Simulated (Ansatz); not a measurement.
# AlInW in the AlB2 type: lattice stability ahead of a resistivity run, part 2 of 3

Question: is the lattice of AlInW in the AlB2 type stable, and if so, what are its coupling constant and resistivity?

Ansatz 0.2.0; DFT PBE, scalar-relativistic, plane waves, PAW; PAW set soft_1.

So far. Step 3 (Relaxation): The largest force is now zero by symmetry and the largest stress component 0.049 GPa. The relaxed cell has a = 4.684, c = 2.765 Å (conventional setting).

The structure was built from a prototype and need not be the compound's stable phase.

## 4. Relaxing tightly for phonons

No force is left; the cell is relaxed once more with another smearing and tight thresholds.

input.yaml

```yaml
crystal:
  lattice:
    - [4.6836855066, 0.0, 0.0]
    - [-2.3418427533, 4.0561906321, 0.0]
    - [0.0, 0.0, 2.7650711675]
  atoms:
    - { symbol: W, position: [0.0, 0.0, 0.0] }
    - { symbol: Al, position: [0.3333333333, 0.6666666667, 0.5] }
    - { symbol: In, position: [0.6666666667, 0.3333333333, 0.5] }
kpoints:
  mp_grid: { grid: [6, 6, 9] }
hamiltonian:
  xc: pbe
  pseudopotentials: { kind: paw, azcp: { folder: soft_1 } }
scf:
  occupations: { method: methfessel_paxton, width: 0.2 }
output:
  forces: true
  stress: true
  eigenvalues: true
relax:
  adjacent_minimum: "off"
  f_tol: 0.001
  max_steps: 60
  cell: { stress_tol: 0.01 }
```

Launch:

```
$ ansatz run input.yaml --threads 4 --pin off --max-ram 12288MiB --backend cpu --events-out ev --progress --plain --runs-dir out
```

Numbers of over 12 decimals in the logs are rounded to 6 here.

The log of the run:

```text
[the first part of the log is left out]
  E_vxc        = -350.009869  (∫ρ·V_xc dr)
  E_paw        = -13257.056345  (= ΣΔE_a)
  E_vpaw       = -443.886808  (= ΣTr[D̂ρ^β])
  E_aug_tail   = 0.000279  (compensation charges beyond the density's cutoff)
  E_ewald      = -2673.706397
  E_smearing   = -0.005471  (= −TS)
  E_closure    = 0.000000  (closes the sum)
  Σ components = -16519.976559   (vs F -16519.976559, Δ=0.00e0)
[...]
--- Stress (GPa, compression-positive) ---
        0.001721       0.000000       0.000000
        0.000000       0.001721       0.000000
        0.000000       0.000000      -0.000218
  P = ⅓ Tr σ = 0.0011 GPa (0.011 kbar)
--- Band table (eV; the first three rows and the last of 35) ---
[...]
--- Relaxed structure (5 steps of the walk, 5 accepted, 1 SCFs on fresh bases) ---
[...]
cell:  # Å, volume = 52.6307 Å³
    - [4.696499, 0, 0.0]
    - [-2.348249, 4.067287, 0.0]
    - [0.0, 0.0, 2.755246]
  atoms:
    - { symbol: W, position: [0, 0, 0.0] }
    - { symbol: Al, position: [0.333333, 0.666667, 0.5] }
    - { symbol: In, position: [0.666667, 0.333333, 0.5] }
```

Run time: 6.3 s. Hardware: 4 threads of Arm Neoverse V1, shared host; peak memory 0.4 GiB; 23 s of CPU time.

Relaxation path:

```
step  energy less that of the first step (eV)  largest force component (eV/Å)  pressure (GPa)  volume (Å³)
   1                                   0.0000                          0.0000            0.08        52.53
   2                                  -0.0007                          0.0000            0.06        52.64
   3                                  -0.0009                          0.0000           -0.06        52.65
   4                                  -0.0009                          0.0000            0.04        52.61
   5                                  -0.0009                          0.0000            0.00        52.63
   6                                  -0.0009                          0.0000            0.00        52.63
```

The log counts 1 steps on a newly chosen plane-wave basis, not all of them marked here; energy and pressure can jump at such steps.

```
conventional cell, symmetrised  before  after  change
                         a (Å)   4.684  4.696  +0.3 %
                         b (Å)   4.684  4.696  +0.3 %
                         c (Å)   2.765  2.755  -0.4 %
              volume (Å³/atom)   17.51  17.54  +0.2 %
```

Final coordinates:

```xyz
3
Lattice="4.6965 0.0000 0.0000 -2.3482 4.0673 0.0000 0.0000 0.0000 2.7552" Properties=species:S:1:pos:R:3 pbc="T T T"
W     0.0000    0.0000    0.0000
Al    0.0000    2.7115    1.3776
In    2.3482    1.3558    1.3776
```

This step gave:

* pressure: 0.001075 GPa
* volume per atom: 17.54 Å³/atom

The largest force is now zero by symmetry and the largest stress component 0.0017 GPa, small enough for phonons.

## 5. Phonons: q 2×2×2, k 4×4×6

Couplings are defined for a stable lattice alone, so phonons come first.

input.yaml

```yaml
crystal:
  lattice:
    - [4.6964986014, 0.0, 0.0]
    - [-2.3482493007, 4.0672870977, 0.0]
    - [0.0, 0.0, 2.7552460416]
  atoms:
    - { symbol: W, position: [0.0, 0.0, 0.0] }
    - { symbol: Al, position: [0.3333333333, 0.6666666667, 0.5] }
    - { symbol: In, position: [0.6666666667, 0.3333333333, 0.5] }
kpoints:
  mp_grid: { grid: [4, 4, 6] }
hamiltonian:
  xc: pbe
  pseudopotentials: { kind: paw, azcp: { folder: soft_1 } }
scf:
  occupations: { method: methfessel_paxton, width: 0.2 }
output:
  eigenvalues: true
phonons:
  method: dfpt
  qmesh: [2, 2, 2]
  temperatures: { t_max: 1000, t_step: 50 }
  qpath:
    path:
      - [[0.0, 0.0, 0.0], [0.5, 0.0, 0.0], [0.33333333, 0.33333333, 0.0], [0.0, 0.0, 0.0], [0.0, 0.0, 0.5], [0.5, 0.0, 0.5], [0.33333333, 0.33333333, 0.5], [0.0, 0.0, 0.5]]
      - [[0.5, 0.0, 0.5], [0.5, 0.0, 0.0]]
      - [[0.33333333, 0.33333333, 0.5], [0.33333333, 0.33333333, 0.0]]
    npoints: 10
```

The log of the run:

```text
Warning: phonons: the dynamical matrix that this run interpolates holds no multipole term above the dipole-dipole one, and a site of this crystal is no centre of inversion, so its interpolated transverse optical and acoustic branches and sound speeds can stay off near Gamma, and the density of states and the thermodynamics with them. What a run solves at a wave vector of phonons.qpoints, Gamma apart, where the deck admits one, is free of this, and under fd what a larger phonons.supercell samples
[...]
Crystal: 3 atoms, lattice volume = 52.631 Å³
Basis set: ecut = 420 eV, 1023 PW (Γ), exchange–correlation on 64×64×40 points (8 copies of the dense FFT grid, shifted against one another)
Bands: 19, of which v1, the nominal top of the filled ones, is band 15 counted from 1 (14 counted from 0)
Symmetry: 12 space group operations
k-points: 16 of 96 (time reversal used)
[...]
SCF iter   1: F=—  HF=-16520.650592 eV  |F-HF|=—  |Δ(HF+E_count)|=         —  Δρ=5.86e-2  dr2=2.82e0  ethr=3.10e-3  ⟨swp⟩=5.1  Hψ=1448  notcnv=0
[...]
SCF iter  10: F=-16519.998690 eV  HF=-16519.998690 eV  |F-HF|=3.64e-12  |Δ(HF+E_count)|=  3.64e-12  S|Δr|=    0.00e0  Δρ=4.13e-8  dr2=5.71e-13  ethr=1.00e-12  ⟨swp⟩=5.0  Hψ=1200  notcnv=0
SCF 1 converged in 10 iterations: F = -16519.998690 eV  dr2 = 5.71e-13
[...]
SCF iter   1: F=—  HF=-16519.998684 eV  |F-HF|=—  |Δ(HF+E_count)|=         —  Δρ=1.04e-7  dr2=4.57e-12  ethr=1.55e-8  ⟨swp⟩=3.7  Hψ=2361  notcnv=0
eigensolver tolerance schedule: the retry pair's looser diagonalisation over-reported the residual by 1016200.53 of it (diagonalisation noise at an unbounded share of the residual, at the tolerance the schedule requests for it); recorded, not acted on — ethr = c·dr2/N_el stays at c = 1.0e-1
[...]
SCF iter   2: F=—  HF=-16519.998690 eV  |F-HF|=—  |Δ(HF+E_count)|=   5.58e-6  S|Δr|=    0.00e0  Δρ=6.75e-8  dr2=2.70e-12  ethr=1.00e-12  ⟨swp⟩=5.4  Hψ=1214  notcnv=0
SCF iter   3: F=-16519.998690 eV  HF=-16519.998690 eV  |F-HF|=3.64e-12  |Δ(HF+E_count)|=  3.64e-12  S|Δr|=    0.00e0  Δρ=3.71e-8  dr2=6.60e-13  ethr=1.00e-12  ⟨swp⟩=1.0  Hψ=676  notcnv=0
SCF 2 converged in 3 iterations: F = -16519.998690 eV  dr2 = 6.60e-13
phonons: the bands overlap, so this run is a metal and interpolates without the dipole-dipole term. If the crystal is really an insulator or semiconductor, its LO-TO splitting is missing
NSCF: frozen V_eff on 16 k-points
[...]
DFPT response loops at q = (0, 0, 0) (fractional): preconditioner auto → Kerker (q_TF=auto, 2.484 Å⁻¹) (partly filled bands, converged f_vac=0.000); β = 1.00, the filter's whole step (`scf.mixing.beta` (0.50) is not read by the response loops under this deck's `scf.mixing.preconditioner`; to damp them name `kerker` or `kerker_dos`, under which they read `scf.mixing.beta`, and type it under 1.00, their step now; both keys bind the ground state too); Broyden in place of MSR1
[...]
SCF converged after 10 iterations
Stability not checked: this state was not tested for a lower state beside it, because cold or Methfessel-Paxton smearing, or corrected tetrahedra, fill the levels in a way that the test cannot read (fill_not_monotonic; see scf.lower_state_search)
Free energy (F): -16519.998690 eV
[...]
Internal energy: -16519.988555 eV  (E = F + TS)
E sigma→0 (E₀):  -16519.996156 eV
Entropy (-TS):   -0.010135 eV (-3.378 meV/atom)
Fermi energy:    14.657225 eV
[...]
--- Band table (eV; the first three rows and the last of 16) ---
  k-point 0: bands = [... 11 lower, 10.6691, 11.1247, 12.8314, 15.0777, 15.0777, 16.9861, 16.9861, 18.9719]
  k-point 1: bands = [... 11 lower, 11.2225, 12.2389, 13.3089, 13.9085, 13.9085, 18.0223, 18.0223, 18.3945]
  k-point 2: bands = [... 11 lower, 12.3965, 12.4825, 12.7664, 12.7664, 14.7247, 17.4245, 17.7549, 17.7549]
  k-point 15: bands = [... 11 lower, 10.8999, 12.0811, 12.7737, 14.5526, 15.2166, 15.7043, 16.7558, 17.1356]
--- Phonons (Γ-DFPT): 6 representative perturbations + reference (Σ response iterations 18) ---
  ASR residual: 1.857e-5 → 0.000e0 eV/Å²; symmetrization residual: 1.365e-5 eV/Å²
  ASR residual per site (eV/Å²): 1.86e-5 8.94e-6 9.35e-6
  Γ frequencies (cm⁻¹): -38.12 0.00 0.00 0.00 77.12 112.09 112.09 278.49 278.49
--- Phonons (arbitrary-q DFPT): 4 irreducible q on the 2×2×2 mesh ---
  q = [0.0000, 0.0000, 0.0000] (star 1, of the zone-centre solve; hermiticity 2.82e-6, symmetrization 1.04e-12): -38.12 0.00 0.00 0.00 77.12 112.09 112.09 278.49 278.49
  q = [0.0000, 0.0000, -0.5000] (star 1, 6 solved perturbations in 132 linear systems a pass and spin channel, the states on 28 of 96 k-point pairs; hermiticity 1.92e-7, symmetrization 5.49e-9): 73.02 73.02 78.43 78.43 154.49 216.29 272.93 272.93 298.24
  q = [0.0000, -0.5000, 0.0000] (star 3, 9 solved perturbations on 28 of 96 k-point pairs; hermiticity 4.38e-5, symmetrization 3.00e-5): -52.62 -39.62 52.20 67.77 105.69 119.08 137.11 280.46 287.92
[...]
sum rule: each row above includes the acoustic sum rule's correction from the zone centre's row sums; it moved no ω² by more than (0.30 cm⁻¹)²
  mesh force constants: q→R imaginary residual 1.09e-17; ASR residual 1.857e-5 → 0.000e0 eV/Å²; symmetrization residual 7.105e-15 eV/Å²
  interpolated dispersion: 93 rows × 9 modes
  density of states and harmonic sums: on the 16×16×22 q-mesh, interpolated from the force constants of a 2×2×2 supercell (no non-analytic term)
  largest difference from the sums on the solved wave vectors: F 1.86e-1 eV, S 2.65e-4 and C_V 7.89e-5 eV/K
  zero-point energy: 0.084318 eV/cell   skipped modes (ω ≤ 0): 141, of them read as no rigid motion or as one in doubt: 138 (3.350e-1 modes/cell left out, lowest -52.62 cm⁻¹)   left out of the sums: 3.73e-2 of the cell's modes: C_V's classical limit lies that fraction below 3 k_B per atom; for a crystal, a wire or a layer, F and S can be off by more, and a phonons.interpolated_qmesh denser along its periods is the remedy for the sampling
```

Run time: 24 s. Hardware: 4 threads; peak memory 0.5 GiB.

Numbers from this step:

| Quantity | Value |
| --- | --- |
| share of imaginary modes in the plain interpolation between solved wavevectors | 0.0338 |
| highest frequency, solved or plainly interpolated | 299.9 cm⁻¹ |

Solved on the 2×2×2 mesh alone; all other wavevectors are interpolated. Phonon branches along the path, in cm⁻¹:

```
    point  branch 1  branch 2  branch 3  branch 4  branch 5  branch 6  branch 7  branch 8  branch 9
        Γ       -38         0         0         0        77       112       112       278       278
  halfway       -38       -38        29        76        79       109       133       278       283
        M       -53       -40        52        68       106       119       137       280       288
  halfway       -30        -6        49        66        90       109       150       272       296
        K        -6        43        64        72        78        87       159       268       300
  halfway       -36       -21        31        71        75       115       136       275       287
        Γ       -38         0         0         0        77       112       112       278       278
  halfway        39        39       103       103       114       154       213       276       276
        A        73        73        78        78       154       216       273       273       298
  halfway        66        79        97       118       154       222       272       277       291
        L        52        85       110       150       157       226       271       281       286
  halfway        40       101       122       144       154       226       265       286       286
        H        28       126       128       133       150       226       261       285       290
  halfway        59        87       105       123       154       224       270       280       290
        A        73        73        78        78       154       216       273       273       298
jump to L        52        85       110       150       157       226       271       281       286
  halfway        17        94       102       132       139       166       202       276       285
        M       -53       -40        52        68       106       119       137       280       288
jump to H        28       126       128       133       150       226       261       285       290
  halfway        49       103       106       118       149       164       202       264       295
        K        -6        43        64        72        78        87       159       268       300
```

The phonon branches as a text plot (rows in cm⁻¹):

```
    293 |    *********          *****************    ************
    278 |********   ******************** *  ***************
    263 |        ***          *        ******            ********
    248 |                    *                    *        *
    234 |                                          *
    219 |                   *   ******************       **
    204 |                      *                  * *      **
    190 |                     *                    *
    175 |                  * *                       *
    160 |       ****        *   *********  *******  *       *****
    146 |    * *    *         **     ******      *****   *****
    131 |  ** *      **    * *      *   *****      *********  *
    116 |*** ***    ******* *      *  ** *****   **  * ** *** *
    102 |   ***** **      ****    ****  *  * **    ******   ** *
     87 |   *   **       *    **  * ****    **** *** **       ***
     72 |**************** *     ****         ****      **      **
     58 |     ** **   *   *   **    ***     *    *     **    ****
     43 | *  *  *****       **         **  *      *        **   *
     28 |  **   *    *   * *             **        *     **
     13 |**         * ** **                         *  *
     -1 |*              *
    -16 |*       *** * *
    -31 | **   **   ***                              *
    -45 |*******      ***                             ***
         Γ    M  K      Γ       A     L  H     A|L     M|H      K
```

Lowest modes at the softest wavevector of the mesh. The modes at q = (0.000, 0.500, 0.000) (shares of kinetic energy by element, %) (negative means imaginary):

```
mode  frequency (cm⁻¹)  W %  Al %  In %
   1             -52.6   75     4    20
   2             -39.6    8    65    27
   3              52.2   12    35    53
   4              67.8   80     0    20
   5             105.7   25    16    59
   6             119.1   99     0     1
```

Displacements in mode 1 (-52.6 cm⁻¹), the largest set to 1, in the home cell:
```
W1  1.00 0.00 0.00
Al2 0.63 0.00 0.00
In3 0.66 0.00 0.00
```

Displacements in mode 3 (52.2 cm⁻¹), the largest set to 1, in the home cell:
```
W1  0.00 0.00 0.22
Al2 0.00 0.00 1.00
In3 0.00 0.00 0.60
```

Among the solved wavevectors the lowest mode, translations apart, is -52.6 cm⁻¹, imaginary.

[end of part 2 of 3]

[Logs are printed without paths, hosts, clocks, repeated set-up lines and the standing remarks that a program may print on its own settings, such as how far it seeks lower states.]

[Hosts, paths, dates, database ids (printed as entryN), source tags and the programs' standing remarks are cut or masked in the printed files.]
